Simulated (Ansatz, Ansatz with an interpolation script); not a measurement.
# SnO2 (Cassiterite): what limits a Wannier interpolation of GW, part 2 of 2

How do the Wannier model and the GW settings move the interpolated bands of SnO2 (Cassiterite)?

Ansatz 0.2.0; maximally localised Wannier functions, LDA, plane waves, PAW; PAW set soft_1. Known limits of the many-body steps: not at the basis limit; no spin-orbit coupling; coarse k mesh.

So far. Step 4 (Wannier model on 4×4×6): Near the gap the model misses directly solved bands by 3.7 meV r.m.s. and by 45 meV at most in the window tested. This tests the starting bands, not the corrections carried with them.

## 5. A faulty Wannier input

Input file input.yaml:

```yaml
crystal:
  lattice:
    - [4.738, 0.0, 0.0]
    - [0.0, 4.738, 0.0]
    - [0.0, 0.0, 3.1865]
  atoms:
    - { symbol: Sn, position: [0.0, 0.0, 0.0] }
    - { symbol: Sn, position: [0.5, 0.5, 0.5] }
    - { symbol: O, position: [0.3071, 0.3071, 0.0] }
    - { symbol: O, position: [0.1929, 0.8071, 0.5] }
    - { symbol: O, position: [0.6929, 0.6929, 0.0] }
    - { symbol: O, position: [0.8071, 0.1929, 0.5] }
kpoints:
  mp_grid: { grid: [4, 4, 6] }
hamiltonian:
  xc: lda
  pseudopotentials: { kind: paw, azcp: { folder: soft_1 }, xc_functional: pbe }
scf:
  occupations: { method: fixed }
  n_extra_bands: 38
output:
  wannier:
    kmesh: [4, 4, 6]
    projections: [{ species: Sn, l: p, shell: 5 }]
    minimise: true
    write_hr: true
    seedname: w
    conv_tol: 1.0e-06
    max_iter: 20000
    stability_check: false
    disentanglement:
      window: [0.77, 24.67]
      frozen_window: [0.77, 14.34]
      conv_tol: 1.0e-08
```

On the command line:

```
$ ansatz run input.yaml --threads 3 --pin off --max-ram 92160MiB --backend cuda --events-out ev --progress --plain --runs-dir out --devices 1 --max-vram 13GiB
```

Numbers of over 12 decimals in the logs are rounded to 6 here.

Log:

```text
scf.n_extra_bands = 38 over 26 filled bands (N_el = 52.0): the run solves 64 bands
GPUs: using 1 of 1 available (devices: 1).
Engine: ansatz 0.2.0, x86_64-unknown-linux-gnu
Pseudopotentials: kind: paw
Pseudopotential: Sn, paw, valence charge 14, recommended cutoff 420 eV (normal), soft_1/Sn.paw.azcp
Pseudopotential: O, paw, valence charge 6, recommended cutoff 420 eV (normal), soft_1/O.paw.azcp
Functional definition: SPW92
  exchange = slater_x
  correlation = pw_c
device memory: the entry about to start is reckoned to put 1.6 GiB on a device that reports 59.4 GiB free (of which the cap on the GPU budget leaves the run 13.0 GiB)
GPU FFT provider: cuFFT
GPU libraries: cuBLAS 13.8.2, cuFFT 12.4.0, cuSOLVER 12.3.4
Crystal: 6 atoms, lattice volume = 71.533 Å³
Basis set: ecut = 420 eV, 1411 PW (Γ)
Bands: 64, of which v1, the nominal top of the filled ones, is band 26 counted from 1 (25 counted from 0)
Symmetry: 16 space group operations
Space group: P42/mnm (ITA 136), of the structure as read, at distance tolerance 4.2e-5 Å
k-points: 24 of 96
Non-local potential: Sn, projectors of the file, l = 0: 2, l = 1: 2, l = 2: 2, l = 3: 1
Non-local potential: O, projectors of the file, l = 0: 2, l = 1: 2, l = 2: 1
PAW form: soft (Blöchl's): semilocal exchange-correlation on the pseudo side does not see the compensation charge
PAW frozen core: Sn, regenerated for the run's functional, and the local potential with it (the file was generated under x = pbe(κ = 0.804, μ = 0.219515), c = pbe(β = 0.066725))
[...]
NSCF: frozen V_eff on 28 k-points, pencils in batches of 32, up to order 256
the Wannier pass solved 28 of the 96 points of its mesh, and has the states at the others by symmetry: states obtained by the crystal's operations at points that were solved too leave a residual of 2.45e-13 eV (read by the count's bands and the next), within 6.67e-6 eV
SCF converged after 7 iterations
Free energy (F): -13980.536036 eV
Harris-Foulkes:  -13980.536036 eV  (|F-HF|=7.08e-9)
Internal energy: -13980.536036 eV  (E = F + TS)
E sigma→0 (E₀):  -13980.536036 eV
Fermi energy:    9.195576 eV
--- Per-component energies (eV) ---
  E_band       = -129.289356
  E_kinetic    = 1016.746246
  E_local      = -3173.228562  (includes V_loc(G=0)·N_el)
  E_nonlocal   = 518.387868
  E_hartree    = 1436.799169
  E_xc         = -529.892485
  E_vxc        = -523.022198  (∫ρ·V_xc dr)
  E_paw        = -9067.737962  (= ΣΔE_a)
  E_vpaw       = -841.772871  (= ΣTr[D̂ρ^β])
  E_aug_tail   = 0.004001  (compensation charges beyond the density's cutoff)
  E_ewald      = -4182.851779
  E_core_change = 1.237468  (= ΣΔE_core)
  E_smearing   = -0.000000  (= −TS)
  E_closure    = 0.000000  (closes the sum)
  Σ components = -13980.536036   (vs F -13980.536036, Δ=0.00e0)
--- Band table (eV; the first three rows and the last of 24) ---
  k-point 0: bands = [... 22 lower, 7.9417, 8.3984, 8.3984, 9.1956, 10.3352, 15.1100, 15.3133, 15.3133, ... 34 higher]
  k-point 1: bands = [... 22 lower, 7.0014, 8.4214, 8.4214, 8.9594, 11.8325, 15.6187, 16.4020, 16.4020, ... 34 higher]
  k-point 2: bands = [... 22 lower, 6.7277, 8.1875, 8.1875, 8.3251, 13.8573, 15.9277, 17.7698, 18.3727, ... 34 higher]
  k-point 23: bands = [... 22 lower, 8.2011, 8.2011, 8.3525, 8.3525, 13.9138, 13.9138, 17.8003, 17.8003, ... 34 higher]
WARN: one of the run's output files is refused, and neither it nor the files that depend on it are written in full: <dir> frozen window holds 13 > num_wann = 6 bands at ik = 0 (ik counts from 0, the k-points of the .win, .mmn and .eig files from 1)
```

It took 9.5 s on 1 × NVIDIA H100 80GB HBM3 (shared by 6 runs) with 3 threads of AMD EPYC 7R13 (Zen 3), shared host; peak memory 0.91 GiB.

The run ended with an error after its SCF cycle had converged; no result of it is taken.

The fault put into this input: trial orbitals that do not span the target bands.

## 6. G0W0: 4×4×6 mesh, 328 empty bands, screening to 160 eV, PAW set soft_1 files

Now the one-shot GW correction: screening in the RPA, then the self-energy of the levels asked for.

This step: G0W0 on LDA, plane waves, PAW; PAW set soft_1.

input.yaml, the sections that differ from step 5:

```yaml
scf:
  occupations: { method: fixed }
gw:
  n_empty_bands: 328
  ecut_chi: 160.0
  qp_bands: [v12, c2]
  screening: { model: contour_deformation }
# crystal, kpoints, hamiltonian: as in step 5
# output: removed
```

Log:

```text
GPUs: using 1 of 1 available (devices: 1).
[...]
GPU FFT provider: cuFFT
GPU libraries: cuBLAS 13.8.2, cuFFT 12.4.0, cuSOLVER 12.3.4
Crystal: 6 atoms, lattice volume = 71.533 Å³
Basis set: ecut = 420 eV, 1411 PW (Γ)
Bands: 32, of which v1, the nominal top of the filled ones, is band 26 counted from 1 (25 counted from 0)
Symmetry: 16 space group operations
[...]
k-points: 24 of 96
[...]
0    22      7.9417   -26.8087     4.1219   -22.0526  0.7573     7.3004     7.3075  root
[...]
23    25      8.3526   -26.5332     5.2902   -20.4104  0.7417     7.5047     7.5200  root
    23    26      8.3526   -26.5332     5.2902   -20.4104  0.7417     7.5047     7.5200  root
    23    27     13.9137   -13.4744    -4.4594   -19.2489  0.8076    15.2534    15.2288  root
    23    28     13.9137   -13.4744    -4.4594   -19.2489  0.8076    15.2534    15.2288  root
[key lines of the parts left out:]
SCF converged after 7 iterations
Free energy (F): -13980.536036 eV
Fermi energy:    9.195688 eV
```

It took 70 s on 1 × NVIDIA H100 80GB HBM3 (shared by 6 runs) with 3 threads; peak memory 1.4 GiB; 1.9 min of CPU time.

The G0W0 gap on the mesh is 2.822 eV.

## 7. G0W0: 2×2×3 mesh, 328 empty bands, screening to 160 eV, PAW set soft_1 files

Changes to input.yaml since step 6:

```diff
@@ -13,3 +13,3 @@
 kpoints:
-  mp_grid: { grid: [4, 4, 6] }
+  mp_grid: { grid: [2, 2, 3] }
 hamiltonian:
```

Log:

```text
GPUs: using 1 of 1 available (devices: 1).
[...]
GPU FFT provider: cuFFT
GPU libraries: cuBLAS 13.8.2, cuFFT 12.4.0, cuSOLVER 12.3.4
Crystal: 6 atoms, lattice volume = 71.533 Å³
Basis set: ecut = 420 eV, 1411 PW (Γ)
Bands: 32, of which v1, the nominal top of the filled ones, is band 26 counted from 1 (25 counted from 0)
Symmetry: 16 space group operations
[...]
k-points: 6 of 12
[...]
5    24      8.3222   -26.5112     4.9741   -20.9335  0.7208     7.7048     7.7185  root
     5    25      8.3527   -26.5832     5.4700   -20.4082  0.7153     7.6276     7.6476  root
     5    26      8.3527   -26.5832     5.4700   -20.4082  0.7153     7.6276     7.6476  root
     5    27     14.1086   -13.9396    -4.8043   -19.8909  0.7671    15.3169    15.2556  root ?
     5    28     14.1086   -13.9396    -4.8043   -19.8909  0.7671    15.3169    15.2556  root ?
[key lines of the parts left out:]
SCF converged after 7 iterations
Free energy (F): -13980.438175 eV
Fermi energy:    9.214849 eV
```

The job ended after 18 s (1 × NVIDIA H100 80GB HBM3 (shared by 6 runs) with 3 threads; peak memory 1.1 GiB; 15 s of CPU time).

The G0W0 gap on the mesh is 2.574 eV.

## 8. G0W0: 4×4×6 mesh, 152 empty bands, screening to 96 eV, PAW set soft_1 files

Changes to input.yaml since step 7:

```diff
@@ -13,3 +13,3 @@
 kpoints:
-  mp_grid: { grid: [2, 2, 3] }
+  mp_grid: { grid: [4, 4, 6] }
 hamiltonian:
@@ -20,4 +20,4 @@
 gw:
-  n_empty_bands: 328
-  ecut_chi: 160.0
+  n_empty_bands: 152
+  ecut_chi: 96
   qp_bands: [v12, c2]
```

Log:

```text
GPUs: using 1 of 1 available (devices: 1).
[...]
GPU FFT provider: cuFFT
GPU libraries: cuBLAS 13.8.2, cuFFT 12.4.0, cuSOLVER 12.3.4
Crystal: 6 atoms, lattice volume = 71.533 Å³
Basis set: ecut = 420 eV, 1411 PW (Γ)
Bands: 32, of which v1, the nominal top of the filled ones, is band 26 counted from 1 (25 counted from 0)
Symmetry: 16 space group operations
[...]
k-points: 24 of 96
[...]
0    22      7.9417   -26.8087     4.3704   -22.0526  0.7619     7.5535     7.5560  root
[...]
23    25      8.3526   -26.5332     5.5186   -20.4104  0.7448     7.7410     7.7485  root
    23    26      8.3526   -26.5332     5.5186   -20.4104  0.7448     7.7410     7.7485  root
    23    27     13.9137   -13.4744    -4.2094   -19.2489  0.8102    15.5177    15.4789  root
    23    28     13.9137   -13.4744    -4.2094   -19.2489  0.8102    15.5177    15.4789  root
[key lines of the parts left out:]
SCF converged after 7 iterations
Free energy (F): -13980.536036 eV
Fermi energy:    9.195688 eV
```

Wall time 41 s (1 × NVIDIA H100 80GB HBM3 (shared by 6 runs) with 3 threads); peak memory 1.2 GiB.

The G0W0 gap on the mesh is 2.745 eV.

## 9. G0W0: 4×4×6 mesh, 328 empty bands, screening to 160 eV, plasmon pole, PAW set soft_1 files

Changes to input.yaml since step 8:

```diff
@@ -20,5 +20,5 @@
 gw:
-  n_empty_bands: 152
-  ecut_chi: 96
+  n_empty_bands: 328
+  ecut_chi: 160.0
   qp_bands: [v12, c2]
-  screening: { model: contour_deformation }
+  screening: { model: godby_needs }
```

Log:

```text
GPUs: using 1 of 1 available (devices: 1).
[...]
GPU FFT provider: cuFFT
GPU libraries: cuBLAS 13.8.2, cuFFT 12.4.0, cuSOLVER 12.3.4
Crystal: 6 atoms, lattice volume = 71.533 Å³
Basis set: ecut = 420 eV, 1411 PW (Γ)
Bands: 32, of which v1, the nominal top of the filled ones, is band 26 counted from 1 (25 counted from 0)
Symmetry: 16 space group operations
[...]
k-points: 24 of 96
[...]
0    22      7.9417   -26.8087     4.1710   -22.0526  0.7915     7.3548     7.3566  root
[...]
23    25      8.3526   -26.5332     5.2986   -20.4104  0.7825     7.5238     7.5284  root
    23    26      8.3526   -26.5332     5.2986   -20.4104  0.7825     7.5238     7.5284  root
    23    27     13.9137   -13.4744    -4.3272   -19.2489  0.8327    15.3676    15.3611  root
    23    28     13.9137   -13.4744    -4.3272   -19.2489  0.8327    15.3676    15.3611  root
[key lines of the parts left out:]
SCF converged after 7 iterations
Free energy (F): -13980.536036 eV
Fermi energy:    9.195688 eV
```

Run time: 93 s. Hardware: 1 × NVIDIA H100 80GB HBM3 (shared by 6 runs) with 3 threads; peak memory 2.6 GiB.

The G0W0 gap on the mesh is 2.887 eV.

## 10. Interpolated results

Times are wall times on 1 × NVIDIA H100 80GB HBM3 (shared by 6 runs) with 3 threads of AMD EPYC 7R13 (Zen 3), shared host, good to a factor of about two.

| GW mesh | empty bands | cutoff (eV) | frequency | gap on mesh (eV) | gap over zone (eV) | direct gap (eV) | valence width (eV) | GW time |
| --- | --- | --- | --- | --- | --- | --- | --- | --- |
| 4×4×6 | 328 | 160 | contour deformation | 2.822 | 2.822 | 2.822 | 8.234 | 70 s |
| 2×2×3 | 328 | 160 | contour deformation | 2.574 | 2.590 | 2.590 | 8.214 | 18 s |
| 4×4×6 | 152 | 96 | contour deformation | 2.745 | 2.745 | 2.745 | 8.298 | 41 s |
| 4×4×6 | 328 | 160 | plasmon pole | 2.887 | 2.887 | 2.887 | 8.487 | 93 s |

## 11. What came out

| Item | Value |
| --- | --- |
| 4×4×6 mesh, 328 empty bands, screening to 160 eV, PAW set soft_1 files | 2.82 eV |
| 2×2×3 mesh, 328 empty bands, screening to 160 eV, PAW set soft_1 files | 2.59 eV |
| 4×4×6 mesh, 152 empty bands, screening to 96 eV, PAW set soft_1 files | 2.75 eV |
| 4×4×6 mesh, 328 empty bands, screening to 160 eV, plasmon pole, PAW set soft_1 files | 2.89 eV |

In words: The largest change, −0.23 eV in the gap over the zone, comes with 2×2×3 mesh, 328 empty bands, screening to 160 eV, PAW set soft_1 files. The first run is a reference, not a converged one, and where a row moves several settings no single cause can be named. Rows on another GW mesh add that mesh's corrections to the bands of the one model. With 2×2×3 mesh, 328 empty bands, screening to 160 eV, PAW set soft_1 files the gap over the zone moves by −0.23 eV and that on the mesh by −0.25 eV. With 4×4×6 mesh, 152 empty bands, screening to 96 eV, PAW set soft_1 files the gap over the zone moves by −0.08 eV and that on the mesh by −0.08 eV. With 4×4×6 mesh, 328 empty bands, screening to 160 eV, plasmon pole, PAW set soft_1 files the gap over the zone moves by +0.06 eV and that on the mesh by +0.06 eV. Gaps over the zone and on the mesh differ where an edge lies off the mesh, or where a GW run starts from another density: the starting gap over the zone is 1.140 eV, on the GW meshes it is 1.139 eV and 1.124 eV. The many-body steps are scalar-relativistic: spin-orbit coupling is not in them.

[Paths, hosts, dates, memory and timing lines, banners, echoed tables and standing remarks are left out of the program output.]

[Logs are printed without paths, hosts, clocks, repeated set-up lines and the standing remarks that a program may print on its own settings, such as how far it seeks lower states.]

[Runs of the session that timed out or met a known fault of the program may be left out.]

[Hosts, paths, dates, database ids (printed as entryN), source tags and the programs' standing remarks are cut or masked in the printed files.]
